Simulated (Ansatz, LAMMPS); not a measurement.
# A frame of liquid mixture of dimethyl sulfoxide and formic acid from 300 K (235 atoms): geometry optimisation

How does a frame of liquid mixture of dimethyl sulfoxide and formic acid from 300 K (235 atoms) relax, and what do bonds, charges and levels look like afterwards?

Method: Kohn-Sham DFT, PBEsol, PAW (set soft_2), plane waves, in Ansatz 0.2.0.

### Step 1. The starting structure

The cell holds 235 atoms: 47 C, 20 S, 34 O and 134 H. Cell: a = 14.089 Å, b = 14.089 Å, c = 14.089 Å, α = 90.0°, β = 90.0°, γ = 90.0°. 20 dimethyl sulfoxide, 7 formic acid placed at random, at 1.12 g/cm³; overlaps pushed apart, then 10 ps at 450 K with MMFF94 bonds, angles, torsions, charges and radii (Halgren, J. Comput. Chem. 17, 490 (1996)) in harmonic and 12-6 forms. Snapshot after 20 ps at 300 K and fixed volume.

Before any run, some limits are plain. The network of contacts between molecules at the start is that of the classical potential that made the cell. The functional has no dispersion term, which matters for the binding between molecules or layers. The density was typed from a rule of thumb and may lie off the real one at this temperature. Only the Γ point is sampled, in a cell whose shortest periodic width is 14 Å.

### Step 2. Single point at the start

The forces at the start show how far the geometry lies from a minimum of this functional.

File input.yaml:

```yaml
crystal:
  lattice:
    - [14.08936, 0.0, 0.0]
    - [0.0, 14.08936, 0.0]
    - [0.0, 0.0, 14.08936]
  atoms:
    - { symbol: C, position: [0.01524, 0.91218, 0.44239] }
    - { symbol: S, position: [0.06865, 0.00699, 0.37134] }
    - { symbol: C, position: [0.95647, 0.0569, 0.32408] }
    - { symbol: O, position: [0.12004, 0.95768, 0.28832] }
    [... 225 atom lines left out ...]
    - { symbol: H, position: [0.0839, 0.98197, 0.71103] }
    - { symbol: O, position: [0.1342, 0.41174, 0.54751] }
    - { symbol: C, position: [0.11556, 0.32612, 0.50682] }
    - { symbol: O, position: [0.11538, 0.25152, 0.55081] }
    - { symbol: H, position: [0.13701, 0.40313, 0.6194] }
    - { symbol: H, position: [0.11044, 0.33383, 0.42962] }
kpoints:
  mp_grid: { grid: [1, 1, 1] }
hamiltonian:
  xc: pbesol
scf:
  occupations: { method: fixed }
output:
  forces: true
  stress: true
  populations: intrinsic
  dos:
    method: { smearing: { sigma: 0.1 } }
    de: 0.1
    projected: { site_lists: { C: [C], H: [H], O: [O], S: [S] } }
  eigenvalues: true
```

Launch:

```console
$ ansatz run input.yaml --threads 4 --pin off --max-ram 8192MiB --backend cpu --events-out ev --progress --plain --runs-dir out
```

Elapsed: 73 s, on 4 threads of AMD EPYC 7R43, shared host; peak memory 4.1 GiB; 4.7 min of CPU time.

Numbers from this run:

```
free energy                                      : -50446.9716 eV
free energy per atom                             : -214.6680 eV/atom
SCF cycles                                       : 11
pressure                                         : 0.5241 GPa
r.m.s. force component                           : 0.8114 eV/Å
longest force                                    : 4.484 eV/Å
Fermi energy                                     : -0.1895 eV
gap (highest filled to lowest empty level) : 3.267 eV
```

The r.m.s. force component of 0.81 eV/Å and the pressure of 0.52 GPa set the starting point.

Neighbours are counted within 1.34 Å (H-C), 1.21 Å (H-O), 1.73 Å (C-O), 2.21 Å (C-S), 1.98 Å (O-S).

Length of the force by element and coordination:

| element | coordination | atoms | mean length of the force (eV/Å) | spread | least | most |
| --- | --- | --- | --- | --- | --- | --- |
| C | all | 47 | 1.76 | 0.865 | 0.118 | 4.48 |
| C | 3 | 7 | 2.43 | 0.941 | 1.28 | 4.48 |
| C | 4 | 40 | 1.65 | 0.797 | 0.118 | 4.43 |
| H | all | 134 | 0.918 | 0.561 | 0.0938 | 3.78 |
| O | all | 34 | 1.23 | 0.700 | 0.395 | 3.30 |
| O | 1 | 27 | 1.16 | 0.669 | 0.402 | 3.30 |
| O | 2 | 7 | 1.51 | 0.744 | 0.395 | 2.38 |
| S | all | 20 | 1.58 | 0.694 | 0.454 | 3.46 |

### Step 3. Relaxation

With the cell held, the atoms are moved downhill towards a nearby minimum.

input.yaml, the sections that differ from step 2:

```yaml
output:
  forces: true
relax:
  f_tol: 0.05
  max_steps: 200
# crystal, kpoints, hamiltonian, scf: as in step 2
```

Elapsed: 37 min, on 4 threads; peak memory 3.7 GiB.

The steps of the relaxation (22 of 95):

| step | energy less that of the first step (eV) | largest force component (eV/Å) |
| --- | --- | --- |
| 1 | 0.0000 | 3.8921 |
| 5 | -8.5663 | 0.8554 |
| 10 | -9.5521 | 0.6835 |
| 14 | -9.9437 | 0.4717 |
| 19 | -10.2146 | 0.2780 |
| 23 | -10.3702 | 0.4346 |
| 28 | -10.4764 | 0.2297 |
| 32 | -10.5060 | 0.7658 |
| 37 | -10.5888 | 0.4862 |
| 41 | -10.6539 | 0.6463 |
| 46 | -10.7184 | 0.0916 |
| 50 | -10.7127 | 0.5094 |
| 55 | -10.7857 | 0.3185 |
| 59 | -10.8134 | 0.0813 |
| 64 | -10.8363 | 0.3523 |
| 68 | -10.8690 | 0.2404 |
| 73 | -10.9155 | 0.1784 |
| 77 | -10.9385 | 0.1550 |
| 82 | -10.9499 | 0.3436 |
| 86 | -11.0055 | 0.1047 |
| 91 | -11.0103 | 0.3794 |
| 95 | -11.0214 | 0.0233 |

Relaxation steps 24, 32, 42, 50, 56, 65, 74, 82 and 3 more were tried and not accepted.

The atoms that moved most (Å):

| atom | dx | dy | dz | length |
| --- | --- | --- | --- | --- |
| H196 | 0.833 | 1.799 | 2.055 | 2.855 |
| O104 | -1.749 | 0.454 | 2.070 | 2.747 |
| H198 | 1.460 | -0.055 | 2.286 | 2.713 |
| H97 | 0.818 | 1.450 | 2.040 | 2.633 |
| H69 | -0.386 | -0.403 | 2.463 | 2.525 |
| O14 | -1.333 | 0.025 | -2.074 | 2.465 |
| H199 | 1.290 | -1.637 | 1.169 | 2.390 |
| H197 | 0.305 | 2.247 | 0.586 | 2.342 |

The relaxation changed the energy by -46.9 meV/atom, and atoms moved by 1.4 Å r.m.s., 2.9 Å at most.

### Step 4. Structure statistics after relaxation

Bonds before and after, by the cutoffs listed below:

| pair | bonds before | bonds after | mean before (Å) | mean after (Å) | spread before (Å) | spread after (Å) |
| --- | --- | --- | --- | --- | --- | --- |
| H-C | 127 | 127 | 1.097 | 1.103 | 0.028 | 0.003 |
| H-O | 7 | 7 | 0.988 | 1.048 | 0.019 | 0.014 |
| C-O | 14 | 14 | 1.277 | 1.268 | 0.061 | 0.044 |
| C-S | 40 | 40 | 1.825 | 1.791 | 0.035 | 0.005 |
| O-S | 20 | 20 | 1.507 | 1.517 | 0.023 | 0.009 |

Density 1.12 g/cm³, 11.90 Å³ an atom.

g(r), total and by pair (bins of 0.2 Å):

| r (Å) | total | H-H | H-C | H-O | H-S | C-C | C-O |
| --- | --- | --- | --- | --- | --- | --- | --- |
| 1.00 | 0.78 | 0.00 | 2.29 | 1.56 | 0.00 | 0.00 | 0.00 |
| 1.20 | 3.78 | 0.00 | 15.65 | 0.00 | 0.00 | 0.00 | 3.67 |
| 1.40 | 0.20 | 0.00 | 0.00 | 0.35 | 0.00 | 0.00 | 2.38 |
| 1.60 | 0.41 | 0.00 | 0.00 | 0.41 | 0.00 | 0.00 | 0.00 |
| 1.80 | 1.98 | 4.50 | 0.00 | 0.00 | 0.00 | 0.00 | 0.00 |
| 2.00 | 0.22 | 0.00 | 0.32 | 0.88 | 0.00 | 0.00 | 0.00 |
| 2.20 | 0.27 | 0.05 | 0.03 | 1.15 | 0.00 | 0.00 | 0.00 |
| 2.40 | 1.27 | 0.51 | 0.00 | 1.49 | 8.82 | 0.00 | 0.00 |
| 2.60 | 0.93 | 1.14 | 0.05 | 1.06 | 0.31 | 2.11 | 3.92 |
| 2.80 | 0.96 | 0.72 | 1.72 | 1.55 | 0.52 | 0.68 | 0.00 |
| 3.00 | 0.76 | 1.15 | 0.59 | 1.35 | 0.32 | 0.00 | 0.00 |
| 3.20 | 0.78 | 1.02 | 0.83 | 0.50 | 0.81 | 0.00 | 1.53 |
| 3.40 | 0.82 | 0.66 | 1.09 | 0.42 | 0.98 | 0.08 | 2.71 |
| 3.60 | 1.17 | 0.73 | 1.56 | 1.69 | 0.87 | 1.23 | 1.78 |
| 3.80 | 1.11 | 1.43 | 0.82 | 1.42 | 0.69 | 0.75 | 0.77 |
| 4.00 | 0.98 | 1.05 | 0.98 | 1.29 | 0.55 | 0.88 | 0.57 |
| 4.20 | 0.91 | 0.91 | 0.76 | 0.91 | 0.85 | 1.65 | 0.55 |
| 4.40 | 1.01 | 0.96 | 0.90 | 0.91 | 1.18 | 1.62 | 0.68 |
| 4.60 | 1.10 | 1.19 | 1.25 | 0.85 | 1.11 | 1.30 | 0.66 |
| 4.80 | 1.05 | 1.02 | 1.21 | 0.64 | 1.22 | 1.00 | 0.99 |
| 5.00 | 1.05 | 0.95 | 0.94 | 1.15 | 1.67 | 0.81 | 0.98 |
| 5.20 | 1.04 | 1.04 | 1.24 | 0.75 | 0.90 | 1.42 | 0.88 |
| 5.40 | 1.03 | 1.06 | 1.00 | 0.89 | 0.78 | 1.28 | 1.15 |
| 5.60 | 1.00 | 1.07 | 0.95 | 0.92 | 0.93 | 1.31 | 0.91 |
| 5.80 | 1.03 | 1.02 | 1.00 | 0.98 | 1.00 | 1.38 | 1.02 |
| 6.00 | 0.99 | 0.91 | 1.03 | 1.05 | 0.99 | 1.03 | 1.20 |
| 6.20 | 1.06 | 1.03 | 1.26 | 1.06 | 0.99 | 0.84 | 0.82 |
| 6.40 | 1.00 | 1.03 | 0.92 | 1.06 | 1.12 | 0.78 | 1.04 |

Bonds by pair of elements; cutoffs follow the first minimum of g(r), held within bounds set by covalent radii, and pairs that aren't listed don't count as bonded:

| pair A-B | cutoff (Å) | bonds | mean length (Å) | spread (Å) | shortest (Å) | B about A | A about B |
| --- | --- | --- | --- | --- | --- | --- | --- |
| H-C | 1.34 | 127 | 1.10 | 0.003 | 1.10 | 0.948 | 2.70 |
| H-O | 1.21 | 7 | 1.05 | 0.014 | 1.02 | 0.052 | 0.206 |
| C-O | 1.73 | 14 | 1.27 | 0.044 | 1.22 | 0.298 | 0.412 |
| C-S | 2.17 | 40 | 1.79 | 0.005 | 1.78 | 0.851 | 2 |
| O-S | 1.93 | 20 | 1.52 | 0.009 | 1.51 | 0.588 | 1 |

How many atoms have how many bonded neighbours:

| element | mean | 1 | 2 | 3 | 4 |
| --- | --- | --- | --- | --- | --- |
| C | 3.85 | 0 | 0 | 7 | 40 |
| H | 1 | 134 | 0 | 0 | 0 |
| O | 1.21 | 27 | 7 | 0 | 0 |
| S | 3 | 0 | 0 | 20 | 0 |

Bond angles (no mean is given where the spread exceeds 20°):

| angle | count | mean (°) | spread (°) |
| --- | --- | --- | --- |
| H-C-H | 120 | 111 | 1 |
| H-C-S | 120 | 108 | 1.4 |
| C-S-O | 40 | 107 | 0.6 |
| C-S-C | 20 | 97.5 | 0.7 |
| H-C-O | 14 | 117 | 5.4 |

Bond length by coordination (bonds to H left out):

| element | coordination | atoms | mean bond length (Å) |
| --- | --- | --- | --- |
| C | 3 | 7 | 1.27 |
| C | 4 | 40 | 1.79 |
| O | 1 | 27 | 1.44 |
| O | 2 | 7 | 1.31 |

By these cutoffs 85 % of C atoms have 4, all H atoms have 1, 79 % of O atoms have 1 and all S atoms have 3 bonded neighbours. The H-C-H angle averages 111° with a spread of 1.0°.

### Step 5. Single point at the relaxed geometry

One more single point at the end of the walk gives the fuller output and checks the residual forces.

File input.yaml:

```yaml
crystal:
  lattice:
    - [14.08936, 0.0, 0.0]
    - [0.0, 14.08936, 0.0]
    - [0.0, 0.0, 14.08936]
  atoms:
    - { symbol: C, position: [0.02763, 0.79875, 0.43299] }
    - { symbol: S, position: [0.07295, 0.90343, 0.37603] }
    - { symbol: C, position: [0.98606, 0.98408, 0.42262] }
    - { symbol: O, position: [0.05384, 0.89385, 0.27106] }
    [... 225 atom lines left out ...]
    - { symbol: H, position: [0.13741, 0.90318, 0.73662] }
    - { symbol: O, position: [0.08104, 0.33369, 0.56516] }
    - { symbol: C, position: [0.09551, 0.24298, 0.55577] }
    - { symbol: O, position: [0.1219, 0.1903, 0.62027] }
    - { symbol: H, position: [0.09363, 0.35514, 0.63684] }
    - { symbol: H, position: [0.08104, 0.21715, 0.48259] }
kpoints:
  mp_grid: { grid: [1, 1, 1] }
hamiltonian:
  xc: pbesol
scf:
  occupations: { method: fixed }
output:
  forces: true
  stress: true
  populations: true
  dos:
    method: { smearing: { sigma: 0.15 } }
    de: 0.1
    projected: { site_lists: { C: [C], H: [H], O: [O], S: [S] } }
  eigenvalues: true
  write_density: true
  write_potential: true
  volumetric_format: npy
```

Run time: 57 s. Hardware: 4 threads; peak memory 4.1 GiB.

The program notes that the exchange-correlation potential is rough where the density is thin.

The run gave:

| Quantity | Value |
| --- | --- |
| free energy | -50457.9930 eV |
| free energy per atom | -214.7149 eV/atom |
| SCF cycles | 11 |
| pressure | 0.03799 GPa |
| r.m.s. force component | 0.00371 eV/Å |
| longest force | 0.02869 eV/Å |
| Fermi energy | -0.1222 eV |
| gap (highest filled to lowest empty level) | 3.467 eV |
| spilling of the projection | 0.01693 |

Löwdin charges by element and coordination (they lack the spilled electrons, 0.047 e an atom on average):

| element | coordination | atoms | mean charge (e) | spread | least | most |
| --- | --- | --- | --- | --- | --- | --- |
| C | all | 47 | -0.456 | 0.374 | -0.624 | 0.445 |
| C | 3 | 7 | 0.438 | 0.0047 | 0.431 | 0.445 |
| C | 4 | 40 | -0.613 | 0.0064 | -0.624 | -0.598 |
| H | all | 134 | 0.223 | 0.038 | 0.158 | 0.378 |
| O | all | 34 | -0.627 | 0.174 | -0.794 | -0.388 |
| O | 1 | 27 | -0.681 | 0.155 | -0.794 | -0.406 |
| O | 2 | 7 | -0.418 | 0.0163 | -0.444 | -0.388 |
| S | all | 20 | 1.19 | 0.0068 | 1.18 | 1.21 |

States in the cell by windows of 1 eV, zero at the Fermi level; the larger projections on atomic orbitals stand beside the total:

| from (eV) | to (eV) | total | C p | O p | H s | S p | C s |
| --- | --- | --- | --- | --- | --- | --- | --- |
| -14 | -13 | 0.1 | 0.0 | 0.0 | 0.0 | 0.0 | 0.0 |
| -13 | -12 | 39.6 | 0.2 | 0.2 | 12.5 | 5.0 | 21.0 |
| -12 | -11 | 4.1 | 0.3 | 1.6 | 0.9 | 0.1 | 0.8 |
| -11 | -10 | 11.2 | 1.4 | 4.4 | 2.3 | 0.1 | 1.9 |
| -10 | -9 | 39.0 | 6.8 | 2.8 | 8.4 | 1.1 | 6.6 |
| -9 | -8 | 1.7 | 0.3 | 0.8 | 0.3 | 0.0 | 0.1 |
| -8 | -7 | 15.6 | 4.7 | 6.1 | 2.7 | 0.5 | 0.4 |
| -7 | -6 | 88.4 | 34.5 | 17.6 | 15.6 | 14.6 | 0.7 |
| -6 | -5 | 80.6 | 35.4 | 16.3 | 14.9 | 10.1 | 0.5 |
| -5 | -4 | 88.6 | 40.7 | 15.3 | 23.0 | 6.2 | 0.2 |
| -4 | -3 | 59.2 | 14.9 | 20.3 | 10.2 | 10.4 | 0.2 |
| -3 | -2 | 24.6 | 1.9 | 20.5 | 0.7 | 0.8 | 0.1 |
| -2 | -1 | 49.0 | 6.6 | 36.2 | 2.2 | 1.4 | 0.8 |
| -1 | 0 | 35.1 | 3.2 | 19.3 | 1.6 | 7.3 | 0.4 |
| 0 | 1 | 1.3 | 0.1 | 0.7 | 0.0 | 0.3 | 0.0 |
| 1 | 3 | 0.0 | 0.0 | 0.0 | 0.0 | 0.0 | 0.0 |
| 3 | 4 | 10.4 | 5.1 | 3.5 | 0.2 | 0.5 | 0.1 |
| 4 | 5 | 58.9 | 8.0 | 6.2 | 7.6 | 17.6 | 4.1 |

With fixed occupations the program's Fermi level is the highest filled level; weight inside the gap is the broadening of levels at its edges.

Between -24 and -14 eV lie 108 more states.

The levels nearest the highest filled one (over half full), pooled over k-points and spins:

| level less the highest filled one (eV) | occupation |
| --- | --- |
| -0.312 | 2 |
| -0.300 | 2 |
| -0.224 | 2 |
| -0.216 | 2 |
| -0.0681 | 2 |
| 0 | 2 |
| 3.47 | 0 |
| 3.62 | 0 |
| 3.85 | 0 |
| 3.95 | 0 |
| 3.98 | 0 |
| 4.02 | 0 |

Mean Löwdin charges: C -0.46, H +0.22, O -0.63, S +1.19 e (they miss 1.7 % of the electrons, so they add up to more than the cell's charge). The largest share in the top eV of filled states is O p (57 % of the projected weight), and in the lowest eV of empty states C p (35 % of the projected weight).

### Step 6. Results

| Quantity | Value |
| --- | --- |
| energy change in the relaxation | -46.9 meV/atom |
| r.m.s. displacement | 1.417 Å |
| largest displacement | 2.855 Å |
| free energy per atom | -214.7149 eV/atom |
| pressure | 0.03799 GPa |
| r.m.s. force component | 0.00371 eV/Å |
| gap (highest filled to lowest empty level) | 3.467 eV |
| wall time of the 3 DFT runs | 39 min |

**Reading.** Relaxation lowers the energy by 46.9 meV/atom and moves atoms by 1.4 Å r.m.s.; the r.m.s. force component goes from 0.81 to 0.0037 eV/Å, the pressure goes from 0.52 to 0.038 GPa, and the gap from 3.27 to 3.47 eV. By the final cutoffs no bond was broken or made. From the first step to the last the energy fell by 11.021 eV, and the largest move was 2.86 Å (H196). The H-O bonds change most in mean length: from 0.988 Å (spread 0.019) to 1.048 Å (spread 0.014). By these cutoffs 85 % of C atoms have 4, all H atoms have 1, 79 % of O atoms have 1 and all S atoms have 3 bonded neighbours. The highest filled and lowest empty levels differ by 3.47 eV (at Γ alone); a semilocal functional tends to put such gaps too low. In a disordered cell it changes from sample to sample and from frame to frame.

What to keep in mind: The network of contacts between molecules at the start is that of the classical potential that made the cell; in DFT atoms moved by 1.4 Å r.m.s.

[Logs are printed without paths, hosts, clocks, repeated set-up lines and the standing remarks that a program may print on its own settings, such as how far it seeks lower states.]

[Hosts, paths, dates, database ids (printed as entryN), source tags and the programs' standing remarks are cut or masked in the printed files.]

[The MMFF94 radii named for the starting cell were scaled by 0.96; in molecules described by MMFF94, hydrogen bound to N, O or S took a small fixed 12-6 site in their place.]
